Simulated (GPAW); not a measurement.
# CsGeCl3 (R3m): the Ge K absorption edge, part 2 of 2

Aim: the near-edge shape at the Ge K edge of CsGeCl3 (R3m), and what the core hole does to it.

GPAW 26.7.0; X-ray absorption from dipole matrix elements to empty bands, plane-wave PAW LDA.

So far. Step 2 (Ground state of the crystal): The mesh shows a gap of 2.69 eV, so the hole is first treated in a charged cell, without the excited electron. Step 3 (Spectrum without a core hole, Ge atom 2): Main maxima below 30 eV (height): 1.8 eV (2.83) and 15.2 eV (0.83). A K edge sees empty p states on the absorber.

### Step 5. Spectrum with FCH, Ge atom 2

The holes are 7.7 Å apart. In GPAW the data set carries the hole's charge, so charge=0 means a charged cell and charge=-1 a neutral one. The excited electron is left out and a uniform background balances the charge. After the field has converged, empty bands are computed with the density fixed and the dipole matrix elements are summed.

Input file xas.py:

```python
import numpy as np
from ase import Atoms
from ase.parallel import parprint, paropen
from gpaw import GPAW, PW, FermiDirac, Mixer, MixerDif, setup_paths
from gpaw.test import gen
setup_paths.insert(0, '.')
gen('Ge', name='fch1s', xcname='LDA', corehole=(1, 0, 1), write_xml=True)
from gpaw.mpi import world
world.barrier()

atoms = Atoms('Cs2Ge2Cl6',
    cell=[[-7.69363278, 0, 0],
     [3.84681639, -6.66288144, 0],
     [3.84681639, -2.22096048, 6.35660107]],
    scaled_positions=[[0.49920168, 0.50079832, 0.49760502],
     [0.99920168, 0.00079833, 0.99760502],
     [0.25776657, 0.74223343, 0.77329972],
     [0.75776657, 0.24223343, 0.27329972],
     [0.02239359, 0.52568092, 0.97103176],
     [0.52239358, 0.02568091, 0.47103176],
     [0.47431908, 0.52568092, 0.97103176],
     [0.97431908, 0.02568091, 0.47103176],
     [0.47431908, 0.97760642, 0.97103176],
     [0.97431908, 0.47760642, 0.47103176]],
    pbc=True)
atoms.calc = calc = GPAW(legacy_gpaw=True, mode=PW(430), xc='LDA', setups={2: 'fch1s'},
    kpts={'size': (3, 3, 3), 'gamma': True}, occupations=FermiDirac(0.02),
    charge=0, mixer=Mixer(0.1, 5, 50), maxiter=150,
    convergence={'density': 0.0001}, txt='scf.txt')
energy = atoms.get_potential_energy() + calc.get_reference_energy()
ef = calc.get_fermi_level()
out = dict(energy=energy, fermi=ef, forces=atoms.get_forces().tolist())
parprint(f'all-electron energy {energy:.4f} eV, Fermi level {ef:.4f} eV')
ev = np.array([[calc.get_eigenvalues(k, s) for k in range(len(calc.get_ibz_k_points()))] for s in range(calc.get_number_of_spins())])
out['homo'], out['lumo'], out['counts'] = ev[ev < ef].max(), ev[ev > ef].min(), sorted(set((ev < ef).sum((0, 2)).tolist()))
out['filled'] = (ev[:, 0] < ef).sum(1).tolist()

from ase.units import Ha
from gpaw.xas import dipole_matrix_elements
nb = int(calc.get_number_of_electrons() / 2) + 196
top, nb = nb, nb + 8 + nb // 12
nscf = calc.fixed_density(kpts={'size': (3, 3, 3), 'gamma': True}, nbands=nb,
    convergence={'bands': top, 'eigenstates': 1e-5}, maxiter=60, txt='nscf.txt')
cell = atoms.cell.array
ops = [cell.T @ U.T @ np.linalg.inv(cell.T) for U in nscf.wfs.kd.symmetry.op_scc]
filled = [34]  # bands filled in the ground state, by spin
E = np.arange(-6, 34, 0.1)
fwhm = np.interp(E, [4, 25], [1.96, 3.5])
Y, X, zero, highest = 0, 0, 1e9, 1e9
for spin in range(nscf.get_number_of_spins()):
    wfs = nscf.wfs
    A = dipole_matrix_elements(wfs.setups[2])
    eps = np.zeros((wfs.kd.nibzkpts, nb))
    d = np.zeros((3, A.shape[1], wfs.kd.nibzkpts, nb), complex)
    for kpt in wfs.kpt_u:
        if kpt.s == spin and 2 in kpt.P_ani:
            eps[kpt.k] = kpt.eps_n * Ha
            d[:, :, kpt.k] = (kpt.weight * wfs.nspins / 2) ** 0.5 * np.inner(A, kpt.P_ani[2])
    world.sum(eps)
    world.sum(d)
    T = np.einsum('amkn,bmkn->abkn', d, d.conj()).real
    T = sum(np.einsum('ai,ijkn,bj->abkn', R, T, R) for R in ops) / len(ops)
    empty = np.ones_like(eps, bool) & (np.arange(nb) >= filled[spin])
    zero, highest = min(zero, eps[empty].min()), min(highest, eps[:, top - 1].min())
    lines = [(eps, T, empty)] if spin == 0 else lines + [(eps, T, empty)]
for eps, T, empty in lines:
    f = np.einsum('aakn->akn', T).reshape(3, -1)
    x = eps.ravel() - zero
    w = np.interp(x, E, fwhm) / 2.35482
    g = np.exp(-0.5 * ((E[:, None] - x) / w) ** 2) / (w * (2 * np.pi) ** 0.5)
    Y = Y + (f * empty.ravel()) @ g.T
    X = X + (f * ~empty.ravel()) @ g.T
out.update(E=E.round(2).tolist(), xas=Y.tolist(), xes=X.tolist(), zero=zero, valid=highest - zero, nk=len(eps), nb=nb)
for i in range(0, len(E), 10):
    parprint(f'{E[i]:7.2f}', *(f'{v:10.3e}' for v in Y[:, i]))
import json
with paropen('out.json', 'w') as f:
    json.dump(out, f)
```

Command:

```sh
$ OMP_NUM_THREADS=1 mpirun -n 4 gpaw python xas.py
```

Numbers of over 12 decimals in the logs are rounded to 6 here.

What it wrote:

```text
Input parameters:
  convergence: {density: 0.0001}
  kpts: {gamma: True,
         size: (3, 3, 3)}
  maxiter: 150
  mixer: {backend: pulay,
          beta: 0.1,
          method: separate,
          nmaxold: 5,
          weight: 50}
  mode: {ecut: 430.0,
         name: pw}
  occupations: {fixmagmom: False,
                name: fermi-dirac,
                width: 0.02}
  setups: {2: fch1s}

Initialize ...

[... PAW data sets ...]

Reference energy: -601292.556619  # eV

Spin-paired calculation

[... convergence settings ...]
Symmetries present (total): 2
  [... symmetry matrices ...]

27 k-points: 3 x 3 x 3 Monkhorst-Pack grid
10 k-points in the irreducible part of the Brillouin zone
       k-points in crystal coordinates                weights
   0:     0.00000000    0.00000000    0.00000000          1/27
   1:     0.00000000    0.00000000    0.33333333          2/27
   2:     0.00000000    0.33333333   -0.33333333          2/27
   3:     0.00000000    0.33333333    0.00000000          2/27
   4:     0.00000000    0.33333333    0.33333333          2/27
   5:     0.33333333    0.00000000   -0.33333333          4/27
   6:     0.33333333    0.00000000    0.00000000          4/27
   7:     0.33333333    0.00000000    0.33333333          4/27
   8:     0.33333333    0.33333333    0.00000000          4/27
   9:     0.33333333    0.33333333    0.33333333          2/27

Wave functions: Plane wave expansion
  Cutoff energy: 430.000 eV
  Number of coefficients (min, max): 6579, 6631
  Pulay-stress correction: 0.000000 eV/Ang^3 (de/decut=0.000000)
  Using FFTW library
  Wavefunction extrapolation:
    Improved wavefunction reuse through dual PAW basis

Occupation numbers: Fermi-Dirac:
  width: 0.0200  # eV

Eigensolver
   Davidson(niter=2)

Densities:
  Coarse grid: 40*40*40 grid
  Fine grid: 80*80*80 grid
  Total Charge: 1.000000

Density mixing:
  Method: separate
  Backend: pulay
  Linear mixing parameter: 0.1
  old densities: 5
  Width of damping distribution: 1.1
  Damping of long wavelength oscillations: 50

[... Hamiltonian set-up ...]
Number of atoms: 10
Number of atomic orbitals: 42
Number of bands in calculation: 42
Number of valence electrons: 68
Bands to converge: occupied

... initialized

Initializing position-dependent things.

Density initialized from atomic densities
Creating initial wave functions:
  42 bands from LCAO basis set

               Cs

                            Cl      Cl
            Cl      Cl
                              Cle
              Cle      Cs

Atomic positions and initial magnetic moments

Positions:
   0 Cs    -0.000000   -4.441921    3.163077    ( 0.0000,  0.0000,  0.0000)
   1 Cs    -3.846816   -2.220961    6.341377    ( 0.0000,  0.0000,  0.0000)
   2 Ge     3.846816   -6.662881    4.915558    ( 0.0000,  0.0000,  0.0000)
   3 Ge    -3.846816   -2.220961    1.737257    ( 0.0000,  0.0000,  0.0000)
   4 Cl     5.585291   -5.659173    6.172462    ( 0.0000,  0.0000,  0.0000)
   5 Cl    -2.108342   -1.217252    2.994161    ( 0.0000,  0.0000,  0.0000)
   6 Cl     2.108342   -5.659173    6.172462    ( 0.0000,  0.0000,  0.0000)
   7 Cl    -5.585291   -1.217252    2.994161    ( 0.0000,  0.0000,  0.0000)
   8 Cl     3.846816   -8.670299    6.172462    ( 0.0000,  0.0000,  0.0000)
   9 Cl    -3.846816   -4.228378    2.994161    ( 0.0000,  0.0000,  0.0000)

Unit cell:
           periodic     x           y           z      points  spacing
  1. axis:    yes   -7.693633    0.000000    0.000000    40     0.1573
  2. axis:    yes    3.846816   -6.662881    0.000000    40     0.1573
  3. axis:    yes    3.846816   -2.220960    6.356601    40     0.1589

  Lengths:   7.693633   7.693633   7.754807
  Angles:   60.260612 119.739388 120.000000

Effective grid spacing dv^(1/3) = 0.1720

iter:   1   -53.368578
iter:   2   -51.896370   -1.69  -1.08
iter:   3   -50.537762   -1.47  -1.19
iter:   4   -50.342518   -2.50  -1.44
iter:   5   -50.244165   -2.66  -1.59
iter:   6   -50.225844   -3.24  -1.82
iter:   7   -50.218598c  -3.50  -2.15
iter:   8   -50.218226c  -4.49  -2.44
iter:   9   -50.216710c  -4.17  -2.55
iter:  10   -50.216635c  -5.28  -3.03
iter:  11   -50.216617c  -6.30  -3.26
iter:  12   -50.216618c  -6.09  -3.33
iter:  13   -50.216619c  -6.31  -3.44
iter:  14   -50.216620c  -7.17  -3.87
iter:  15   -50.216618c  -7.29  -3.93
iter:  16   -50.216618c  -7.47c -4.07c

Converged after 16 iterations.

Dipole moment: (0.171563, -0.099051, 33.405491) |e|*Ang

Energy contributions relative to reference atoms: (reference = -601292.556619)

Kinetic:         -3.211103
Potential:      -16.646223
External:        +0.000000
XC:             -30.276130
Entropy (-ST):   -0.000000
Local:           -0.083162
SIC:             +0.000000
--------------------------
Free energy:    -50.216618
Extrapolated:   -50.216618

Showing only first 2 kpts
 Kpt  Band  Eigenvalues  Occupancy
  0    32      0.42191    2.00000
  0    33      1.65788    2.00000
  0    34      3.24362    0.00000
  0    35      3.24362    0.00000

  1    32      0.36302    2.00000
  1    33      0.81206    2.00000
  1    34      3.89947    0.00000
[...]
Fermi level: 2.07868

Gap: 1.586 eV
Transition (v -> c):
  (s=0, k=0, n=33, [0.00, 0.00, 0.00]) -> (s=0, k=0, n=34, [0.00, 0.00, 0.00])
No difference between direct/indirect transitions

Forces in eV/Ang:
  0 Cs    0.00000   -0.00000   -0.01621
  1 Cs    0.00000    0.00000   -0.00485
  2 Ge    0.00000   -0.00000    1.45357
  3 Ge    0.00000    0.00000    0.64850
  4 Cl   -0.77667   -0.44841   -0.63682
  5 Cl    0.01902    0.01098   -0.05877
  6 Cl    0.77667   -0.44841   -0.63682
  7 Cl   -0.01902    0.01098   -0.05877
  8 Cl    0.00000    0.89682   -0.63682
  9 Cl    0.00000   -0.02196   -0.05877
Scalar-relativistic atomic LDA calculation for Ge (Germanium, Z=32)
Core hole in 1s state (1s occupation: 1.0)
600 radial gridpoints.
|------------------------------------------------|
|------------------------------------------------|
[... the atom generator's iteration count ...]

Energy contributions:
-------------------------
Kinetic:    +1710.844898
XC:           -67.597811
Potential:  -3329.726068
-------------------------
Total:      -1686.478981

state      eigenvalue         ekin         rmax
-----------------------------------------------
1s^1.0 :  -416.103699   523.355709        0.031
2s^2.0 :   -53.782400   103.896801        0.173
2p^6.0 :   -48.117020   102.755257        0.137
3s^2.0 :    -7.160435    24.110857        0.528
3p^6.0 :    -5.251718    22.074494        0.522
3d^10.0:    -1.883494    17.161147        0.474
4s^2.0 :    -0.854104     3.249899        1.605
4p^2.0 :    -0.499182     2.192049        1.892
-----------------------------------------------
(units: Bohr and Hartree)

Generating PAW setup
Kinetic energy of the core from tauc = 1717.033517
Cutoffs:
rc(s)=1.900
rc(p)=1.900
rc(d)=1.900
rc(vbar)=1.710
rc(comp)=1.900
rc(nct)=1.900

Kinetic energy of the core states: 1699.961004
Charge: 1.0
Core electrons: 27.0
Valence electrons: 4.0
Pseudo-core charge: 1.602677
Shape function alpha=2.770
Pseudo-electron charge 5.996832
state    eigenvalue         norm
--------------------------------
4s(2) :    -0.854104     1.171742
*s    :     0.145896
4p(2) :    -0.499182     1.025335
*p    :     0.500818
*d    :     0.000000
--------------------------------

Diagonalizing with gridspacing h=0.050

state   all-electron     PAW
-------------------------------
4s:      -0.854104    -0.854489
4p:      -0.499182    -0.499521
*d:                   -0.122195
*f:                   -0.020524
-------------------------------
all-electron energy -601342.7732 eV, Fermi level 2.0787 eV
[...]
31.00  1.224e-07  1.224e-07  1.242e-07
  32.00  1.191e-07  1.191e-07  1.208e-07
  33.00  1.126e-07  1.126e-07  1.174e-07
```

Elapsed: 3.4 min, on 4 MPI ranks of Arm Neoverse V1, shared host; peak memory 0.39 GiB; 13 min of CPU time.

The Ge K spectrum, Ge atom 2, full core hole (charged cell) (energy from the lowest empty level; intensity scaled to a mean of 1 over the first 20 eV; polarised curves are means over the symmetry-equivalent atoms):

| E (eV) | isotropic | ε ⊥ c | ε ∥ c |
| --- | --- | --- | --- |
| -2.0 | 0.05 | 0.05 | 0.05 |
| -1.0 | 0.83 | 0.85 | 0.79 |
| 0.0 | 3.67 | 3.77 | 3.46 |
| 1.0 | 4.67 | 4.84 | 4.33 |
| 2.0 | 1.89 | 1.96 | 1.75 |
| 3.0 | 1.00 | 1.01 | 0.99 |
| 4.0 | 0.87 | 0.89 | 0.82 |
| 5.0 | 0.43 | 0.44 | 0.40 |
| 6.0 | 0.29 | 0.30 | 0.28 |
| 7.0 | 0.31 | 0.32 | 0.27 |
| 8.0 | 0.45 | 0.47 | 0.40 |
| 9.0 | 0.56 | 0.54 | 0.58 |
| 10.0 | 0.57 | 0.48 | 0.74 |
| 11.0 | 0.59 | 0.49 | 0.80 |
| 12.0 | 0.64 | 0.60 | 0.70 |
| 13.0 | 0.70 | 0.74 | 0.63 |
| 14.0 | 0.81 | 0.87 | 0.69 |
| 15.0 | 0.90 | 0.97 | 0.78 |
| 16.0 | 0.90 | 0.94 | 0.81 |
| 17.0 | 0.78 | 0.79 | 0.77 |
| 18.0 | 0.70 | 0.68 | 0.75 |
| 19.0 | 0.71 | 0.68 | 0.78 |
| 20.0 | 0.74 | 0.73 | 0.77 |
| 21.0 | 0.75 | 0.75 | 0.73 |
| 22.0 | 0.72 | 0.73 | 0.69 |
| 23.0 | 0.66 | 0.67 | 0.64 |
| 24.0 | 0.61 | 0.62 | 0.60 |
| 25.0 | 0.59 | 0.60 | 0.58 |
| 26.0 | 0.58 | 0.58 | 0.59 |
| 27.0 | 0.58 | 0.56 | 0.62 |
| 28.0 | 0.61 | 0.57 | 0.68 |
| 29.0 | 0.67 | 0.64 | 0.75 |
| 30.0 | 0.75 | 0.73 | 0.79 |
| 31.0 | 0.79 | 0.79 | 0.80 |
| 32.0 | 0.77 | 0.77 | 0.78 |

Main maxima below 30 eV (height): 0.6 eV (4.92) and 15.4 eV (0.92). 

### Step 6. With and without the hole

Both curves are counted from their own zero, so only the shift of weight within the empty states shows.

| E (eV) | no hole | FCH |
| --- | --- | --- |
| -2.0 | 0.02 | 0.05 |
| -1.0 | 0.30 | 0.83 |
| 0.0 | 1.26 | 3.67 |
| 1.0 | 2.36 | 4.67 |
| 2.0 | 2.83 | 1.89 |
| 3.0 | 2.27 | 1.00 |
| 4.0 | 1.38 | 0.87 |
| 5.0 | 0.60 | 0.43 |
| 6.0 | 0.40 | 0.29 |
| 7.0 | 0.49 | 0.31 |
| 8.0 | 0.59 | 0.45 |
| 9.0 | 0.58 | 0.56 |
| 10.0 | 0.55 | 0.57 |
| 11.0 | 0.60 | 0.59 |
| 12.0 | 0.70 | 0.64 |
| 13.0 | 0.77 | 0.70 |
| 14.0 | 0.81 | 0.81 |
| 15.0 | 0.83 | 0.90 |
| 16.0 | 0.81 | 0.90 |
| 17.0 | 0.78 | 0.78 |
| 18.0 | 0.78 | 0.70 |
| 19.0 | 0.78 | 0.71 |
| 20.0 | 0.74 | 0.74 |
| 21.0 | 0.71 | 0.75 |
| 22.0 | 0.70 | 0.72 |
| 23.0 | 0.68 | 0.66 |
| 24.0 | 0.63 | 0.61 |
| 25.0 | 0.58 | 0.59 |
| 26.0 | 0.56 | 0.58 |
| 27.0 | 0.57 | 0.58 |
| 28.0 | 0.63 | 0.61 |
| 29.0 | 0.71 | 0.67 |
| 30.0 | 0.77 | 0.75 |
| 31.0 | 0.77 | 0.79 |

With each curve scaled to its own mean, the area from −2 to 6 eV with the hole is 13.5 against 11.2, and the centre of weight from −1 to 20 eV moves by -1.0 eV: the hole pulls the absorber's empty states down.

### Step 7. Summary of results

```json
{"absorber and edge": "Ge K, atom 2 of the ground-state input (counted from 1)", "surroundings": "3 Cl at 2.37 Å (pyramidal, site symmetry 3m)", "highest intensity below 24 eV": "0.6 eV above the zero, height 4.92"}
```

The Ge K edge of atom 2, with 3 Cl at 2.37 Å (pyramidal, site symmetry 3m), has its highest intensity of the first 24 eV at 0.6 eV above the zero, 4.9 times the mean level of the first 20 eV (Gaussian full width 1.96 eV up to 4 eV, rising linearly to 3.5 eV at 25 eV). With each curve scaled to its own mean, the area from −2 to 6 eV with the hole is 13.5 against 11.2, and the centre of weight from −1 to 20 eV moves by -1.0 eV: the hole pulls the absorber's empty states down. At the Ge K edge of atom 2 polarisation matters most near 0.8 eV, where the curves differ by 0.5 on this scale. The script folds with a Gaussian, whereas the core hole's own line is a Lorentzian, so the onset is too steep and the first peak too high. The mesh is coarse (0.33 Å⁻¹ between points), so small maxima may be mesh ripples. Lifetime broadening is put in by hand, and intensities beyond about 20 eV depend on it and on the partial waves; weight that the partial waves miss at high energy is lost. The structure is a computed Materials Project entry and may be a hypothetical form.

[Banner, clock and machine lines of the logs are left out without a mark of their own.]

[Logs are printed without paths, hosts, clocks, repeated set-up lines and the standing remarks that a program may print on its own settings, such as how far it seeks lower states.]

[Hosts, paths, dates, database ids (printed as entryN), source tags and the programs' standing remarks are cut or masked in the printed files.]

[Lists of maxima count a maximum above −3 eV only where it reaches 4 % of the highest in the window and stands out from its surroundings by 2 % of it (1.5 % where it reaches 55 %); shoulders and weaker maxima are passed over, and of the rest the first, up to two pre-edge ones and the few strongest are named.]
